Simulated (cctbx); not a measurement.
# NaEuMn6 with cctbx, script by script

Library: cctbx 2025.11. The data are simulated by the first script.

## 1. Simulate the data

run.py:

```python
from cctbx import adptbx, crystal, miller, sgtbx, xray
from cctbx.array_family import flex
from iotbx.shelx import hklf
from scitbx import matrix
import scitbx.random

cs = crystal.symmetry(unit_cell=(4.729, 5.85, 9.879, 90, 90, 90), space_group_symbol='Hall: A 2 -2')  # Amm2
atoms = [  # label, site, U (iso, or U11 U22 U33 U12 U13 U23 in A^2), occupancy
    ("Eu1", (0.5, 0.5, 0.1626), (0.0085, 0.0107, 0.0148, 0.0000, 0.0000, 0.0000), 1),
    ("Mn1", (0, 0.5, 0.3284), (0.0142, 0.0200, 0.0146, 0.0000, 0.0000, 0.0000), 1),
    ("Mn2", (0, 0.5, 0.8362), (0.0108, 0.0218, 0.0237, 0.0000, 0.0000, 0.0000), 1),
    ("Mn3", (0, 0.2498, 0.082), (0.0164, 0.0173, 0.0185, 0.0000, 0.0000, 0.0035), 1),
    ("Mn4", (0.5, 0.2472, 0.9188), (0.0101, 0.0113, 0.0126, 0.0000, 0.0000, 0.0007), 1),
    ("Na1", (0.5, 0.5, 0.664), (0.0222, 0.0172, 0.0175, 0.0000, 0.0000, 0.0000), 1),
]
xs = xray.structure(crystal_symmetry=cs)
for label, site, u, occ in atoms:
    u = adptbx.u_cif_as_u_star(cs.unit_cell(), u) if isinstance(u, tuple) else u
    xs.add_scatterer(xray.scatterer(label, site=site, u=u, occupancy=occ))
xs.set_inelastic_form_factors(0.7749, "sasaki")
xs.show_summary()
p1 = xs.expand_to_p1()
ms = miller.build_set(p1, anomalous_flag=True, d_min=0.84)
flex.set_random_seed(71618)
scitbx.random.set_random_seed(71618)
ms = ms.select(flex.random_double(ms.size()) < 0.5)
i = ms.structure_factors_from_scatterers(p1, algorithm="direct").f_calc().as_intensity_array().data()
i = i / flex.sqrt(1 + 0.1 * i / flex.max(i))  # extinction
i = i * 5000 / flex.max(i)
sig = flex.sqrt(i + flex.pow2(0.015 * i) + 2 ** 2)
noise = scitbx.random.variate(scitbx.random.normal_distribution())(i.size())
data = ms.array(data=i + sig * noise, sigmas=sig).set_observation_type_xray_intensity()
with open("data.hkl", "w") as f:
    data.export_as_shelx_hklf(f)
print("reflections written:", data.size(), " <I/sigma> = %.1f" % flex.mean(data.data() / data.sigmas()))
for h, a, b in list(data.sort("data"))[:12]:
    print("%4d%4d%4d %9.1f %7.1f" % (h + (a, b)))
```

```console
$ python run.py
```

```text
Number of scatterers: 6
At special positions: 6
Unit cell: (4.729, 5.85, 9.879, 90, 90, 90)
Space group: A m m 2 (No. 38)
reflections written: 966  <I/sigma> = 7.2
   2   0   0    5002.6   103.1
  -1   2   2    3615.3    79.5
  -1  -2  -2    3570.3    80.4
   1   0  -4    3496.8    77.6
   1   2   2    3466.8    79.5
  -1   0  -4    3393.9    77.6
   1   0   4    3361.7    78.8
  -1  -2   2    3337.1    79.5
   0   2   6    2599.8    63.4
  -2   4   0    2083.1    54.7
   2  -2   6    2051.4    52.6
   2   4   0    2025.7    54.7
```

It took 0.23 s on 1 thread of Arm Neoverse V2, on a shared host, peak memory 0.07 GiB.

## 2. Symmetry

run.py:

```python
from cctbx import crystal, sgtbx, statistics
from cctbx.array_family import flex
from iotbx.shelx import hklf

p1 = crystal.symmetry(unit_cell=(4.729, 5.85, 9.879, 90, 90, 90), space_group_symbol="P 1")
raw = hklf.reader(file_name="data.hkl").as_miller_arrays(crystal_symmetry=p1, anomalous=True)[0]
print(raw.size(), "reflections to d = %.3f A" % raw.d_min())
isig = raw.data() / raw.sigmas()
print("centring   violations  <I/sigma> of those")
best = "P"
for c in "ABCIRF":
    a = raw.customized_copy(space_group_info=sgtbx.space_group_info("Hall: %s 1" % c)).sys_absent_flags().data()
    m = flex.mean(isig.select(a))
    print("%5s %10d of %5d %8.1f" % (c, (isig.select(a) > 4).count(True), a.count(True), m))
    if (isig.select(a) > 4).count(True) < 0.01 * a.count(True):
        best = c
raw = raw.select(~raw.customized_copy(space_group_info=sgtbx.space_group_info("Hall: %s 1" % best)).sys_absent_flags().data())
isig = raw.data() / raw.sigmas()
rows = []
for s in sgtbx.space_group_symbol_iterator():
    g = sgtbx.space_group(s)
    if g.conventional_centring_type_symbol() != best or not g.is_compatible_unit_cell(p1.unit_cell(), 1e-3, 0.02):
        continue
    rows.append((s, g))
print("Laue class    unique    Rint  (classes that these axes allow; Friedel mates merged)")
rint = {}
for s, g in rows:
    laue = g.build_derived_patterson_group()
    key = laue.type().hall_symbol()
    if key not in rint:
        m = raw.customized_copy(space_group_info=laue.info(), anomalous_flag=False).merge_equivalents()
        rint[key] = m.r_int()
        print("%-14s %6d %7.3f" % (laue.type().lookup_symbol(), m.array().size(), m.r_int()))
floor = min(rint.values())
good = [(s, g) for s, g in rows if rint[g.build_derived_patterson_group().type().hall_symbol()] < 2 * floor + 0.03]
top = max(g.build_derived_patterson_group().order_z() for s, g in good)
print("space group    extra absences  I>4sigma  <I/sigma>")
for s, g in good:
    laue = g.build_derived_patterson_group()
    if laue.order_z() != top:
        continue
    a = raw.customized_copy(space_group_info=g.info()).sys_absent_flags().data()
    a &= ~raw.customized_copy(space_group_info=laue.info()).sys_absent_flags().data()
    bad = (isig.select(a) > 4).count(True)
    if bad <= 0.03 * a.count(True):
        print("%-16s %8d %10d %9s  %s" % (s.universal_hermann_mauguin(), a.count(True), bad, "%.1f" % flex.mean(isig.select(a)) if a.count(True) else "-", "centric" if g.is_centric() else "acentric"))
laue = max(good, key=lambda t: t[1].build_derived_patterson_group().order_z())[1].build_derived_patterson_group()
f = raw.customized_copy(space_group_info=laue.info(), anomalous_flag=False).merge_equivalents().array().eliminate_sys_absent().f_sq_as_f()
f.set_observation_type_xray_amplitude()
bins = max(3, min(8, f.size() // 12))
f.setup_binner(n_bins=bins)
w = statistics.wilson_plot(f, {e: n / laue.order_z() for e, n in {'Eu': 2.0, 'Mn': 12.0, 'Na': 2.0}.items()}, e_statistics=True)
print("Wilson B = %.2f A^2   <|E^2-1|> = %.3f (0.968 centric, 0.736 acentric)   E^2>4: %.1f %%" % (w.wilson_b, w.mean_e_sq_minus_1, w.percent_e_sq_gt_2))
print("shell (A)         n   <I/sigma>")
m = raw.customized_copy(space_group_info=laue.info(), anomalous_flag=False).merge_equivalents().array().eliminate_sys_absent()
for b in m.setup_binner(n_bins=bins).range_used():
    sel = m.binner().selection(b)
    print("%5.2f - %4.2f %6d %8.1f" % (min(m.binner().bin_d_range(b)[0] if m.binner().bin_d_range(b)[0] > 0 else 99, 99), m.binner().bin_d_range(b)[1], sel.count(True), flex.mean((m.data() / m.sigmas()).select(sel))))
```

```console
$ python run.py
```

```text
966 reflections to d = 0.842 A
centring   violations  <I/sigma> of those
    A          0 of   473      0.0
    B        235 of   470      7.2
    C        235 of   487      7.0
    I        243 of   480      7.2
    R        319 of   648      7.0
    F        235 of   715      4.8
Laue class    unique    Rint  (classes that these axes allow; Friedel mates merged)
A 1 2/m 1         246   0.034
A 1 1 2/m         233   0.035
A m m m           154   0.038
space group    extra absences  I>4sigma  <I/sigma>
A 2 2 2                 0          0         -  acentric
A 2 m m                 0          0         -  acentric
A m m 2                 0          0         -  acentric
A m 2 m                 0          0         -  acentric
A m m m                 0          0         -  centric
Wilson B = 0.89 A^2   <|E^2-1|> = 0.896 (0.968 centric, 0.736 acentric)   E^2>4: 5.8 %
shell (A)         n   <I/sigma>
 5.03 - 1.67     27     26.7
 1.67 - 1.33     21     18.3
 1.33 - 1.16     15     36.3
 1.16 - 1.06     22     17.1
 1.06 - 0.98     14     14.2
 0.98 - 0.93     19     20.9
 0.93 - 0.88     25     19.4
 0.88 - 0.84     11     18.1
```

Time: 0.24 s.

## 3. Patterson map

run.py:

```python
from cctbx import crystal, maptbx
from iotbx.shelx import hklf

cs = crystal.symmetry(unit_cell=(4.729, 5.85, 9.879, 90, 90, 90), space_group_symbol='Hall: A 2 -2')  # Amm2
raw = hklf.reader(file_name="data.hkl").as_miller_arrays(crystal_symmetry=cs, anomalous=True)[0]
merged = raw.eliminate_sys_absent().merge_equivalents()
fo2 = merged.array().set_observation_type_xray_intensity()
f = fo2.average_bijvoet_mates().f_sq_as_f()
pm = f.patterson_map(symmetry_flags=maptbx.use_space_group_symmetry, sharpening=True, resolution_factor=0.25)
peaks = pm.peak_search(parameters=maptbx.peak_search_parameters(min_distance_sym_equiv=0.4, max_clusters=14)).all()
top = peaks.heights()[0]
print("Patterson group", f.patterson_symmetry().space_group_info())
print("      u       v       w   height  length (A)")
for x, h in zip(peaks.sites(), peaks.heights()):
    y = [t - round(t) for t in x]
    print("%7.3f %7.3f %7.3f %8.1f %8.2f" % (x + (1000 * h / top, cs.unit_cell().length(y))))
```

```console
$ python run.py
```

```text
Patterson group A m m m
      u       v       w   height  length (A)
  0.000   0.000   0.000   1000.0     0.00
  0.000   0.250   0.250    626.7     2.87
  0.000   0.000   0.500    418.9     4.94
  0.500   0.000   0.326    218.0     3.99
  0.500   0.249   0.418    209.7     4.98
  0.500   0.000   0.163    205.2     2.86
  0.332   0.126   0.124     68.9     2.12
  0.134   0.102   0.199     67.0     2.15
  0.117   0.156   0.055     66.4     1.20
  0.229   0.088   0.000     58.9     1.20
  0.137   0.146   0.451     54.9     4.58
  0.130   0.000   0.108     47.5     1.23
  0.123   0.093   0.304     45.9     3.11
  0.263   0.000   0.341     37.2     3.59
```

Time: 0.23 s.

## 4. Charge flipping

run.py:

```python
import itertools
from cctbx import crystal, maptbx
from cctbx.array_family import flex
from iotbx.shelx import hklf
from smtbx.ab_initio import charge_flipping as cf

cs = crystal.symmetry(unit_cell=(4.729, 5.85, 9.879, 90, 90, 90), space_group_symbol='Hall: A 2 -2')  # Amm2
raw = hklf.reader(file_name="data.hkl").as_miller_arrays(crystal_symmetry=cs, anomalous=True)[0]
merged = raw.eliminate_sys_absent().merge_equivalents()
fo2 = merged.array().set_observation_type_xray_intensity()
f = fo2.average_bijvoet_mates().f_sq_as_f().resolution_filter(d_min=0.84)
p1 = f.expand_to_p1()
work = p1
flex.set_random_seed(22381)
it = cf.weak_reflection_improved_iterator(delta=None, weak_reflection_fraction=0.1)
it.start(work, phases=flex.random_double(p1.size()) * 6.2832, f_000=0)
it.delta = 0.9 * it.rho_map.sigma()
print("cycle      R  skewness")
for n, st in enumerate(itertools.islice(it, 100)):
    if n % 8 == 0:
        print("%5d %6.3f %8.2f" % (n, st.r1_factor(), st.rho_map.skewness()))
rho = p1.phase_transfer(it.f_calc).fft_map().apply_volume_scaling()
polish = cf.low_density_elimination_iterator(constant_rho_c=rho.sigma())
polish.start(f_obs=p1, phases=it.f_calc, f_000=0)
for _ in range(8):
    next(polish)
print("origin shift          correlation  skewness")
maps = []
for fc, shift, cc in itertools.islice(cf.f_calc_symmetrisations(f, polish.f_calc, 0), 4):
    m = f.phase_transfer(fc).fft_map(symmetry_flags=maptbx.use_space_group_symmetry, resolution_factor=0.25).apply_sigma_scaling()
    maps.append((m.skewness(), cc, m))
    print("%6.3f %6.3f %6.3f %10.3f %9.2f" % (tuple(shift) + (cc, m.skewness())))
skew, cc, m = max((t for t in maps if t[1] > maps[0][1] - 0.04), key=lambda t: t[0])
print("taken: symmetry correlation %.3f, skewness %.2f" % (cc, skew))
peaks = m.peak_search(parameters=maptbx.peak_search_parameters(min_distance_sym_equiv=0.9, max_clusters=11)).all()
sps = cs.special_position_settings(min_distance_sym_equiv=0.5)
print("peak      x       y       z  mult  height/sigma")
for k, (x, h) in enumerate(zip(peaks.sites(), peaks.heights())):
    ss = sps.site_symmetry(x)
    print("Q%-3d %7.4f %7.4f %7.4f %4d %8.1f" % ((k + 1,) + tuple(t % 1 for t in ss.exact_site()) + (ss.multiplicity(), h)))
```

```console
$ python run.py
```

```text
cycle      R  skewness
    0  0.461     0.39
    8  0.328     1.69
   16  0.338     1.84
   24  0.309     2.77
   32  0.280     4.05
   40  0.253     4.05
   48  0.248     3.92
   56  0.234     3.99
   64  0.237     3.90
   72  0.251     3.99
   80  0.242     4.07
   88  0.245     3.98
   96  0.243     4.01
origin shift          correlation  skewness
 0.010 -0.001  0.000      0.985      3.40
 0.007  0.249 -0.000      0.985      3.58
 0.010 -0.001 -0.000      0.985      3.40
 0.007  0.249 -0.000      0.985      3.58
taken: symmetry correlation 0.985, skewness 3.58
peak      x       y       z  mult  height/sigma
Q1    0.0000  0.0000  0.2947    2     12.3
Q2    0.0000  0.2437  0.5577    4     10.1
Q3    0.5000  0.0000  0.4560    2      9.5
Q4    0.5000  0.0000  0.9602    2      6.1
Q5    0.5000  0.2334  0.7125    4      5.7
Q6    0.0000  0.0000  0.8169    2      5.4
Q7    0.5000  0.0000  0.1410    2      4.5
Q8    0.0000  0.1492  0.4048    4      4.1
Q9    0.5000  0.2002  0.3975    4      3.8
Q10   0.3989  0.0000  0.3528    4      3.3
Q11   0.0000  0.0966  0.1470    4      2.5
```

Time: 0.27 s.

## 5. Refinement (model from the peaks)

run.py:

```python
import math
from cctbx import adptbx, crystal, maptbx, sgtbx, xray
from cctbx.array_family import flex
from cctbx.xray import observations
from iotbx.shelx import hklf
from scitbx.lstbx import normal_eqns_solving
from smtbx import absolute_structure, utils
from smtbx.refinement import constraints, least_squares

cs = crystal.symmetry(unit_cell=(4.729, 5.85, 9.879, 90, 90, 90), space_group_symbol='Hall: A 2 -2')  # Amm2
atoms = [  # label, site, U (iso, or U11 U22 U33 U12 U13 U23 in A^2), occupancy
    ("Eu1", (0, 0, 0.2947), 0.0200, 1),
    ("Mn1", (0, 0.2437, 0.5577), 0.0200, 1),
    ("Mn2", (0.5, 0, 0.456), 0.0200, 1),
    ("Na1", (0.5, 0, 0.9602), 0.0200, 1),
    ("Mn3", (0.5, 0.2334, 0.7125), 0.0200, 1),
    ("Mn4", (0, 0, 0.8169), 0.0200, 1),
]
xs = xray.structure(crystal_symmetry=cs)
for label, site, u, occ in atoms:
    u = adptbx.u_cif_as_u_star(cs.unit_cell(), u) if isinstance(u, tuple) else u
    xs.add_scatterer(xray.scatterer(label, site=site, u=u, occupancy=occ))
xs.set_inelastic_form_factors(0.7749, "sasaki")
raw = hklf.reader(file_name="data.hkl").as_miller_arrays(crystal_symmetry=cs, anomalous=True)[0]
merged = raw.eliminate_sys_absent().merge_equivalents()
fo2 = merged.array().set_observation_type_xray_intensity()
print("Rint %.3f, %d unique reflections to %.2f A" % (merged.r_int(), fo2.size(), fo2.d_min()))
for sc in xs.scatterers():
    sc.flags.set_grad_site(True)
    sc.flags.set_grad_u_aniso(sc.flags.use_u_aniso())
    sc.flags.set_grad_u_iso(sc.flags.use_u_iso())
obs = fo2.as_xray_observations()
extra = {}
rep = constraints.reparametrisation(xs, [], utils.connectivity_table(xs), **extra)
ls = least_squares.crystallographic_ls(obs, rep, weighting_scheme=least_squares.mainstream_shelx_weighting(a=0, b=0))
print("cycle     R1     wR2    GooF  max shift (A)")
for cycle in range(6):
    ls.build_up()
    r1, wr2, goof = ls.r1_factor(cutoff_factor=2)[0], ls.wR2(), ls.goof()
    old = xs.sites_cart()
    normal_eqns_solving.levenberg_marquardt_iterations(ls, n_max_iterations=3, tau=0.0001, step_threshold=1e-7)
    big = flex.max((xs.sites_cart() - old).norms())
    print("%4d %7.4f %7.4f %7.3f %9.5f" % (cycle + 1, r1, wr2, goof, big))
    ls.build_up(objective_only=True)
    if abs(ls.wR2() - wr2) < 5e-5 and big < 5e-4:
        break
ls.build_up()
print("final R1 %.4f wR2 %.4f GooF %.3f  parameters %d  data/parameter %.1f" % (ls.r1_factor(cutoff_factor=2)[0], ls.wR2(), ls.goof(), ls.n_parameters, fo2.size() / ls.n_parameters))
cov = ls.covariance_matrix_and_annotations()
su = dict(zip(cov.annotations, (math.sqrt(max(v, 0)) for v in cov.matrix.matrix_packed_u_diagonal())))
a2 = cs.unit_cell().reciprocal_parameters()[0] ** -2
print("atom        x        y        z      Ueq    occ   su(xyz)  su(Uiso or U11)")
for sc in xs.scatterers():
    s = max(su.get(sc.label + k, 0) for k in (".x", ".y", ".z"))
    npd = "" if sc.is_positive_definite_u(cs.unit_cell()) else "  NPD"
    print("%-5s %8.5f %8.5f %8.5f %8.4f %6.3f %8.5f %7.4f%s" % ((sc.label,) + sc.site + (sc.u_iso_or_equiv(cs.unit_cell()), sc.occupancy, s, su.get(sc.label + ".uiso", su.get(sc.label + ".u11", 0) * a2), npd)))
fo = fo2.f_sq_as_f()
fc = fo.structure_factors_from_scatterers(xs, algorithm="direct").f_calc()
diff = fo.f_obs_minus_f_calc(1 / math.sqrt(ls.scale_factor()), fc).average_bijvoet_mates()
m = diff.fft_map(symmetry_flags=maptbx.use_space_group_symmetry, resolution_factor=0.25).apply_volume_scaling()
print("difference map: max %.2f min %.2f rms %.2f" % (m.statistics().max(), m.statistics().min(), m.statistics().sigma()))
peaks = m.peak_search(parameters=maptbx.peak_search_parameters(min_distance_sym_equiv=0.6, max_clusters=5)).all()
near = xs.closest_distances(peaks.sites(), distance_cutoff=4)
sps = cs.special_position_settings(min_distance_sym_equiv=0.5)
for k, (x, h) in enumerate(zip(peaks.sites(), peaks.heights())):
    ss = sps.site_symmetry(x)
    print("Q%-3d %7.4f %7.4f %7.4f %4d %7.2f  %.2f A from %s" % ((k + 1,) + tuple(t % 1 for t in ss.exact_site()) + (ss.multiplicity(), h, near.smallest_distances[k], xs.scatterers()[near.i_seqs[k]].label)))
```

```console
$ python run.py
```

```text
Rint 0.032, 263 unique reflections to 0.84 A
cycle     R1     wR2    GooF  max shift (A)
   1  0.2032  0.4114   8.957   0.06955
   2  0.1539  0.3341   7.275   0.02259
   3  0.1352  0.3035   6.608   0.01793
   4  0.1252  0.2851   6.209   0.01396
   5  0.1185  0.2725   5.934   0.01025
   6  0.1139  0.2632   5.731   0.00728
final R1 0.1104 wR2 0.2559 GooF 5.572  parameters 14  data/parameter 18.8
atom        x        y        z      Ueq    occ   su(xyz)  su(Uiso or U11)
Eu1    0.00000  0.00000  0.29535   0.0100  1.000  0.00075  0.0014
Mn1    0.00000  0.24461  0.54548   0.0055  1.000  0.00726  0.0026
Mn2    0.50000  0.00000  0.46245   0.0102  1.000  0.00213  0.0036
Na1    0.50000  0.00000  0.96809   0.0048  1.000  0.00526  0.0079
Mn3    0.50000  0.24817  0.71358   0.0135  1.000  0.00280  0.0027
Mn4    0.00000  0.00000  0.81593   0.0383  1.000  0.00312  0.0065
difference map: max 17.66 min -10.89 rms 1.27
Q1    0.5000  0.0000  0.6210    2   17.76  1.57 A from Mn2
Q2    0.5000  0.0000  0.9702    2   16.88  0.02 A from Na1
Q3    0.0000  0.0000  0.2987    2    9.77  0.03 A from Eu1
Q4    0.0000  0.2092  0.5067    4    3.22  0.44 A from Mn1
Q5    0.0000  0.2279  0.0997    4    2.27  0.56 A from Mn1
```

Time: 0.6 s.

Figures of merit this high mean that the model is still wrong or incomplete.

[Logs are printed without paths, hosts, clocks, repeated set-up lines and the standing remarks that a program may print on its own settings, such as how far it seeks lower states.]
